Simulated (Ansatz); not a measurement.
**BaSc3, from a guessed structure to a relaxed one**

Starting from a made-up structure for BaSc3, the aim is the relaxed cell, its shortest contacts and, where a second run follows, its electronic structure.

Program: Ansatz 0.2.0. Level of theory: DFT, PBE, plane-wave PAW, default files, scalar-relativistic, no spin, cell and ions relaxed at zero pressure, in the first sound run; inputs show where later runs differ. Results are calculated unless marked as measured.

## Step 1: Set-up

It takes space group Pm-3m (No. 221, cubic). Conventional cell: a = 4.893 Å, b = 4.893 Å, c = 4.893 Å, α = 90.00°, β = 90.00°, γ = 90.00°. Nearest to Ba lie 12 Sc at 3.46 Å. Nearest to Sc lie 4 Ba at 3.46 Å and 8 Sc at 3.46 Å. Farther neighbours are not listed.

## Step 2: Relaxation of the guess

The guess takes its coordinates from another compound and its volume from a rule, so the cell and any free coordinates are relaxed together.

Contents of input.yaml:

```yaml
crystal:
  lattice:
    - [4.893, 0.0, 0.0]
    - [0.0, 4.893, 0.0]
    - [0.0, 0.0, 4.893]
  atoms:
    - { symbol: Ba, position: [0.0, 0.0, 0.0] }
    - { symbol: Sc, position: [0.5, 0.0, 0.5] }
    - { symbol: Sc, position: [0.5, 0.5, 0.0] }
    - { symbol: Sc, position: [0.0, 0.5, 0.5] }
kpoints:
  mp_grid: { grid: [6, 6, 6] }
scf:
  occupations: { method: fermi_dirac, width: 0.05 }
hamiltonian:
  xc: pbe
  pseudopotentials: { kind: paw }
relax:
  f_tol: 0.015
  max_steps: 70
  cell: {}
output:
  forces: true
  stress: true
```

Started as:

```bash
ansatz run input.yaml --threads 4 --pin off --max-ram 8192MiB --backend cpu --events-out ev --progress --plain --runs-dir out
```

Numbers of over 12 decimals in the logs are rounded to 6 here.

The log of the run:

```text
Engine: ansatz 0.2.0, aarch64-unknown-linux-gnu
Pseudopotentials: kind: paw
Pseudopotential: Ba, paw, valence charge 10, recommended cutoff 420 eV (normal), Ba.paw.azcp
Pseudopotential: Sc, paw, valence charge 11, recommended cutoff 420 eV (normal), Sc.paw.azcp
Functional definition: PBE
  parameter kappa = 0.804
  parameter beta = 0.066725
  exchange = pbe_x(kappa = kappa, mu = beta*pi^2/3)
  correlation = pbe_c(beta = beta)
Crystal: 4 atoms, lattice volume = 117.146 Å³
Basis set: ecut = 420 eV, 2301 PW (Γ), exchange–correlation on 72×72×72 points (8 copies of the dense FFT grid, shifted against one another)
Bands: 26, of which v1, the nominal top of the filled ones, is band 22 counted from 1 (21 counted from 0)
Symmetry: 48 space group operations
Space group: Pm-3m (ITA 221), of the structure as read, at distance tolerance 4.9e-5 Å
k-points: 20 of 216
Non-local potential: Ba, projectors of the file, l = 0: 3, l = 1: 2, l = 2: 2, l = 3: 2
Non-local potential: Sc, projectors of the file, l = 0: 3, l = 1: 2, l = 2: 3, l = 3: 1
PAW form: soft (Blöchl's): semilocal exchange-correlation on the pseudo side does not see the compensation charge
PAW one-centre angular grid: Ba, 194 points (default); XC on 64 Gauss nodes
PAW one-centre angular grid: Sc, 590 points (default); XC on 64 Gauss nodes
Initial density: superposition of atomic densities (neutral atoms: chi_scale 0, normalization atom), corrected by the library's trained network
Initial wavefunctions: pseudopotential atomic-orbital guess
Functional: x = pbe(κ = 0.804, μ = 0.219515), c = pbe(β = 0.066725)
SCF iter   1: F=—  HF=-12355.376985 eV  |F-HF|=—  |Δ(HF+E_count)|=         —  Δρ=4.43e-3  dr2=5.50e-2  ethr=1.77e-3  ⟨swp⟩=6.2  Hψ=2541  notcnv=0
preconditioner: auto → Kerker (q_TF=auto, 2.309 Å⁻¹)  [metal: Δε(μ)=0.045 eV  Ē_g=5.997 eV  σ=0.050 eV  W_gap=0.21  n_scr=26 (ndim 8)  ℏωp=14.1 eV  f_vac=0.000  D(μ)=9.91/eV (n_scr^D=122)]
SCF iter   2: F=—  HF=-12355.369769 eV  |F-HF|=—  |Δ(HF+E_count)|=   7.22e-3  Δρ=2.47e-3  dr2=1.78e-2  ethr=1.28e-4  ⟨swp⟩=1.9  Hψ=731  notcnv=0
SCF iter   3: F=—  HF=-12355.367183 eV  |F-HF|=—  |Δ(HF+E_count)|=   2.59e-3  Δρ=4.76e-4  dr2=3.45e-4  ethr=4.15e-5  ⟨swp⟩=2.0  Hψ=632  notcnv=0
SCF iter   4: F=—  HF=-12355.367145 eV  |F-HF|=—  |Δ(HF+E_count)|=   3.82e-5  Δρ=1.19e-4  dr2=2.77e-5  ethr=8.02e-7  ⟨swp⟩=2.0  Hψ=950  notcnv=0
SCF iter   5: F=—  HF=-12355.367105 eV  |F-HF|=—  |Δ(HF+E_count)|=   4.03e-5  Δρ=2.82e-5  dr2=1.52e-6  ethr=6.44e-8  ⟨swp⟩=2.0  Hψ=728  notcnv=0
SCF iter   6: F=-12355.367105 eV  HF=-12355.367105 eV  |F-HF|=2.77e-9  |Δ(HF+E_count)|=   6.49e-8  Δρ=4.33e-6  dr2=2.99e-8  ethr=2.33e-10  ⟨swp⟩=4.1  Hψ=2130  notcnv=0
SCF 1 converged in 6 iterations: F = -12355.367105 eV  dr2 = 2.99e-8
  greatest PAW one-centre occupation: 0.998 electrons in one spin orbital (limit 2), on the Sc atom at site 3 (counted from 0), in its partial waves of l = 0
relax step   1: F+E_penalty+E_count = -12355.36710467 eV  Δ(F+E_penalty+E_count) = +0.000e0 eV  max|allowed force component| = 4.549e-29 eV/Å  Δτ_max = 0.0000 Å  P = +1.153 GPa  Ω = 117.146 Å³  (6 SCF iters, dr2 threshold 1.00e-7 eV, accepted)
Crystal: 4 atoms, lattice volume = 120.739 Å³
Basis set: ecut = 420 eV, 2373 PW (Γ), exchange–correlation on 72×72×72 points (8 copies of the dense FFT grid, shifted against one another)
Initial density: handed on by an earlier stage of this run
Initial wavefunctions: those handed on with the density
iter 1 solved again at ethr=3.70e-6 eV; its pass at ethr=3.10e-3 eV (dr2=1.59e-3 eV) is discarded
SCF iter   1: F=—  HF=-12355.381539 eV  |F-HF|=—  |Δ(HF+E_count)|=         —  Δρ=9.15e-4  dr2=1.62e-3  ethr=3.70e-6  ⟨swp⟩=2.0  Hψ=3235  notcnv=0
preconditioner: auto → Kerker (q_TF=auto, 2.297 Å⁻¹)  [metal: Δε(μ)=0.024 eV  Ē_g=5.892 eV  σ=0.050 eV  W_gap=0.12  n_scr=26 (ndim 8)  ℏωp=13.9 eV  f_vac=0.000  D(μ)=10.11/eV (n_scr^D=122)]
SCF iter   2: F=—  HF=-12355.381249 eV  |F-HF|=—  |Δ(HF+E_count)|=   2.90e-4  Δρ=5.12e-4  dr2=4.99e-4  ethr=3.70e-6  ⟨swp⟩=1.8  Hψ=612  notcnv=0
SCF iter   3: F=—  HF=-12355.381135 eV  |F-HF|=—  |Δ(HF+E_count)|=   1.14e-4  Δρ=8.89e-5  dr2=1.35e-5  ethr=1.16e-6  ⟨swp⟩=2.0  Hψ=765  notcnv=0
SCF iter   4: F=—  HF=-12355.381067 eV  |F-HF|=—  |Δ(HF+E_count)|=   6.79e-5  Δρ=2.47e-5  dr2=8.27e-7  ethr=3.15e-8  ⟨swp⟩=2.0  Hψ=864  notcnv=0
iter 5 did not close the SCF: its close was put off for the readings that it lacked (scf_convergence_deferred on its scf_iter line)
SCF iter   5: F=-12355.381068 eV  HF=-12355.381068 eV  |F-HF|=1.35e-8  |Δ(HF+E_count)|=   2.54e-7  Δρ=4.43e-6  dr2=3.68e-8  ethr=1.92e-9  ⟨swp⟩=2.1  Hψ=724  notcnv=0
SCF iter   6: F=-12355.381068 eV  HF=-12355.381068 eV  |F-HF|=5.15e-10  |Δ(HF+E_count)|=  8.71e-10  Δρ=1.11e-6  dr2=1.78e-9  ethr=8.55e-11  ⟨swp⟩=2.4  Hψ=1884  notcnv=0
SCF 2 converged in 6 iterations: F = -12355.381068 eV  dr2 = 1.78e-9
  greatest PAW one-centre occupation: 0.998 electrons in one spin orbital (limit 2), on the Sc atom at site 2 (counted from 0), in its partial waves of l = 0
relax step   2: F+E_penalty+E_count = -12355.38106754 eV  Δ(F+E_penalty+E_count) = -1.396e-2 eV  max|allowed force component| = 6.245e-30 eV/Å  Δτ_max = 0.0000 Å  P = +0.144 GPa  Ω = 120.739 Å³  energy of the carried Pulay correction = -3.422e-4 eV  (6 SCF iters, dr2 threshold 4.00e-7 eV, accepted)
Crystal: 4 atoms, lattice volume = 121.270 Å³
iter 1 solved again at ethr=6.22e-8 eV; its pass at ethr=3.10e-3 eV (dr2=2.67e-5 eV) is discarded
SCF iter   1: F=—  HF=-12355.381348 eV  |F-HF|=—  |Δ(HF+E_count)|=         —  Δρ=1.31e-4  dr2=3.47e-5  ethr=6.22e-8  ⟨swp⟩=2.0  Hψ=2984  notcnv=0
preconditioner: auto → Kerker (q_TF=auto, 2.295 Å⁻¹)  [metal: Δε(μ)=0.023 eV  Ē_g=5.888 eV  σ=0.050 eV  W_gap=0.12  n_scr=26 (ndim 8)  ℏωp=13.9 eV  f_vac=0.000  D(μ)=10.14/eV (n_scr^D=122)]
SCF iter   2: F=—  HF=-12355.381268 eV  |F-HF|=—  |Δ(HF+E_count)|=   8.00e-5  Δρ=7.22e-5  dr2=1.02e-5  ethr=6.22e-8  ⟨swp⟩=1.9  Hψ=589  notcnv=0
SCF iter   3: F=—  HF=-12355.381266 eV  |F-HF|=—  |Δ(HF+E_count)|=   2.21e-6  Δρ=1.32e-5  dr2=3.03e-7  ethr=2.38e-8  ⟨swp⟩=2.0  Hψ=734  notcnv=0
iter 4 did not close the SCF: its close was put off for the readings that it lacked (scf_convergence_deferred on its scf_iter line)
SCF iter   4: F=-12355.381266 eV  HF=-12355.381266 eV  |F-HF|=1.38e-10  |Δ(HF+E_count)|=   1.50e-8  Δρ=3.45e-6  dr2=1.65e-8  ethr=7.06e-10  ⟨swp⟩=2.0  Hψ=906  notcnv=0
iter 5 did not close the SCF: its close was put off for the readings that it lacked (scf_convergence_deferred on its scf_iter line)
SCF iter   5: F=-12355.381266 eV  HF=-12355.381266 eV  |F-HF|=2.42e-10  |Δ(HF+E_count)|=   5.61e-9  Δρ=6.22e-7  dr2=7.06e-10  ethr=3.83e-11  ⟨swp⟩=2.0  Hψ=736  notcnv=0
SCF iter   6: F=-12355.381266 eV  HF=-12355.381266 eV  |F-HF|=7.28e-12  |Δ(HF+E_count)|=  1.09e-11  Δρ=1.55e-7  dr2=3.38e-11  ethr=1.64e-12  ⟨swp⟩=2.1  Hψ=1681  notcnv=0
SCF 3 converged in 6 iterations: F = -12355.381266 eV  dr2 = 3.38e-11
relax step   3: F+E_penalty+E_count = -12355.38126572 eV  Δ(F+E_penalty+E_count) = -1.982e-4 eV  max|allowed force component| = 2.143e-29 eV/Å  Δτ_max = 0.0000 Å  P = +0.006 GPa  Ω = 121.270 Å³  energy of the carried Pulay correction = -3.913e-4 eV  (6 SCF iters, dr2 threshold 5.19e-8 eV, accepted)
Initial wavefunctions: pseudopotential atomic-orbital guess (no wavefunctions were taken with the density)
iter 1 solved again at ethr=2.70e-7 eV; its pass at ethr=3.10e-3 eV (dr2=1.16e-4 eV) is discarded
SCF iter   1: F=—  HF=-12355.381724 eV  |F-HF|=—  |Δ(HF+E_count)|=         —  Δρ=3.98e-5  dr2=2.46e-7  ethr=2.70e-7  ⟨swp⟩=3.0  Hψ=3977  notcnv=0
SCF iter   2: F=—  HF=-12355.381648 eV  |F-HF|=—  |Δ(HF+E_count)|=   7.52e-5  Δρ=2.13e-5  dr2=7.19e-8  ethr=5.72e-10  ⟨swp⟩=2.5  Hψ=925  notcnv=0
SCF iter   3: F=—  HF=-12355.381649 eV  |F-HF|=—  |Δ(HF+E_count)|=   1.60e-7  Δρ=9.73e-7  dr2=2.92e-10  ethr=1.67e-10  ⟨swp⟩=2.0  Hψ=944  notcnv=0
iter 4 did not close the SCF: its close was put off for the readings that it lacked (scf_convergence_deferred on its scf_iter line)
SCF iter   4: F=-12355.381649 eV  HF=-12355.381649 eV  |F-HF|=3.64e-12  |Δ(HF+E_count)|=  2.16e-10  Δρ=1.33e-7  dr2=1.84e-11  ethr=1.00e-12  ⟨swp⟩=2.1  Hψ=848  notcnv=0
iter 5 did not close the SCF: its close was put off for the readings that it lacked (scf_convergence_deferred on its scf_iter line)
SCF iter   5: F=-12355.381649 eV  HF=-12355.381649 eV  |F-HF|=1.82e-12  |Δ(HF+E_count)|=  1.09e-11  Δρ=4.21e-8  dr2=2.28e-12  ethr=1.00e-12  ⟨swp⟩=1.0  Hψ=520  notcnv=0
iter 6 did not close the SCF: its close was put off for the readings that it lacked (scf_convergence_deferred on its scf_iter line)
SCF iter   6: F=-12355.381649 eV  HF=-12355.381649 eV  |F-HF|=0.00e0  |Δ(HF+E_count)|=  3.64e-12  Δρ=8.73e-9  dr2=1.57e-13  ethr=1.00e-12  ⟨swp⟩=1.0  Hψ=520  notcnv=0
iter 7 did not close the SCF: its close was put off for the readings that it lacked (scf_convergence_deferred on its scf_iter line)
SCF iter   7: F=-12355.381649 eV  HF=-12355.381649 eV  |F-HF|=0.00e0  |Δ(HF+E_count)|=    0.00e0  Δρ=2.39e-9  dr2=1.97e-14  ethr=1.00e-12  ⟨swp⟩=1.0  Hψ=520  notcnv=0
SCF iter   8: F=-12355.381649 eV  HF=-12355.381649 eV  |F-HF|=1.82e-12  |Δ(HF+E_count)|=  1.82e-12  Δρ=4.06e-10  dr2=5.71e-16  ethr=1.00e-12  ⟨swp⟩=2.5  Hψ=1210  notcnv=0
SCF 4 converged in 8 iterations: F = -12355.381649 eV  dr2 = 5.71e-16
  greatest PAW one-centre occupation: 0.998 electrons in one spin orbital (limit 2), on the Sc atom at site 1 (counted from 0), in its partial waves of l = 0
relax step   4: F+E_penalty+E_count = -12355.38164855 eV  Δ(F+E_penalty+E_count) = -3.828e-4 eV  max|allowed force component| = 9.006e-30 eV/Å  Δτ_max = 0.0000 Å  P = +0.005 GPa  Ω = 121.270 Å³  stress off target by 4.83e-3 GPa  SCF on the basis re-selected at this cell (its energy is not comparable with the rows above)  (8 SCF iters)
basis re-selected at this cell: Δ(F+E_penalty+E_count) = -3.828e-4 eV, ΔP = -0.001 GPa vs the last step (what re-selecting the basis moved, of the pressure what is left beyond the Pulay correction that the steps carried, after the strain that the cell walked since its last selection, with what the two solves' SCF thresholds leave and, on support functions, any second-order correction that the steps lacked; it is no m [...]
SCF converged after 8 iterations
Free energy (F): -12355.381649 eV
Harris-Foulkes:  -12355.381649 eV  (|F-HF|=1.82e-12)
Internal energy: -12355.300088 eV  (E = F + TS)
E sigma→0 (E₀):  -12355.340868 eV
Entropy (-TS):   -0.081560 eV (-20.390 meV/atom)
Fermi energy:    8.746560 eV
--- Per-component energies (eV) ---
  E_band       = -577.863915
  E_kinetic    = 947.406404
  E_local      = -2980.360290  (includes V_loc(G=0)·N_el)
  E_nonlocal   = 309.059903
  E_hartree    = 1025.227880
  E_xc         = -478.670945
  E_vxc        = -520.104233  (∫ρ·V_xc dr)
  E_paw        = -8092.733749  (= ΣΔE_a)
  E_vpaw       = -384.321487  (= ΣTr[D̂ρ^β])
  E_aug_tail   = 0.000029  (compensation charges beyond the density's cutoff)
  E_ewald      = -3085.229320
  E_smearing   = -0.081560  (= −TS)
  E_closure    = -0.000000  (closes the sum)
  Σ components = -12355.381649   (vs F -12355.381649, Δ=0.00e0)
--- Forces (eV/Å), atoms counted from 1 ---
  atom   1  Ba    -0.00000000    -0.00000000     0.00000000
  atom   2  Sc     0.00000000    -0.00000000     0.00000000
  atom   3  Sc     0.00000000     0.00000000     0.00000000
  atom   4  Sc     0.00000000     0.00000000    -0.00000000
  max |Σ_I F_I| component: 2.29e-29 eV/Å
--- Stress (GPa, compression-positive) ---
        0.004826       0.000000      -0.000000
        0.000000       0.004826       0.000000
       -0.000000       0.000000       0.004826
  P = ⅓ Tr σ = 0.0048 GPa (0.048 kbar)
--- Relaxed structure (3 steps of the walk, 3 accepted, 1 SCFs on fresh bases) ---
  F+E_penalty+E_count = -12355.38164855 eV   max|allowed force component| = 9.006e-30 eV/Å   (the final SCF, on the basis selected at the relaxed cell)
  cell:  # Å, volume = 121.2696 Å³
    - [4.949758, 0, 0]
    - [0, 4.949758, 0]
    - [0, 0, 4.949758]
  atoms:
    - { symbol: Ba, position: [0, 0, 0] }
    - { symbol: Sc, position: [0.5, 0, 0.5] }
    - { symbol: Sc, position: [0.5, 0.5, 0] }
    - { symbol: Sc, position: [0, 0.5, 0.5] }
```

It took 3.5 s on 4 threads of Arm Neoverse V2, shared host; peak memory 0.47 GiB; 13 s of CPU time.

Relaxation path:

```tsv
step	energy less that of the first step (eV)	largest force component (eV/Å)	pressure (GPa)	volume (Å³)
1	0.0000	0.0000	1.15	117.15
2	-0.0140	0.0000	0.14	120.74
3	-0.0142	0.0000	0.01	121.27
4*	-0.0145	0.0000	0.00	121.27
```

Relaxation steps marked * repeat the geometry before them on a plane-wave basis chosen anew for their cell, so energy and pressure can jump there.

Forces are held to the 48 operations that the run works with; a distortion that breaks them can't arise in this run.

```tsv
conventional cell, symmetrised	before	after	change
a (Å)	4.893	4.950	+1.2 %
b (Å)	4.893	4.950	+1.2 %
c (Å)	4.893	4.950	+1.2 %
volume (Å³/atom)	29.29	30.32	+3.5 %
```

The relaxed structure:

```xyz
4
Lattice="4.9498 0.0000 0.0000 0.0000 4.9498 0.0000 0.0000 0.0000 4.9498" Properties=species:S:1:pos:R:3 pbc="T T T"
Ba    0.0000    0.0000    0.0000
Sc    2.4749    0.0000    2.4749
Sc    2.4749    2.4749    0.0000
Sc    0.0000    2.4749    2.4749
```

Numbers from this step:

```yaml
free_energy: -12355.3816 eV
energy_at_zero_smearing: -12355.3409 eV
smearing_term_ts: 0.08156 eV
fermi_energy: 8.747 eV
electrons: 43
symmetry_operations: 48
pressure: 0.004826 GPa
```

The shortest distance of each pair, which need not be the same contact before and after:

```tsv
pair	guess (Å)	relaxed (Å)
Ba–Sc	3.460	3.500
Sc–Sc	3.460	3.500
Ba–Ba	4.893	4.950
```

The relaxation ends with a pressure of 0.00 GPa.

(Continued in part 2 of 2.)

[Logs are printed without paths, hosts, clocks, repeated set-up lines and the standing remarks that a program may print on its own settings, such as how far it seeks lower states.]

[Hosts, paths, dates, database ids (printed as entryN), source tags and the programs' standing remarks are cut or masked in the printed files.]
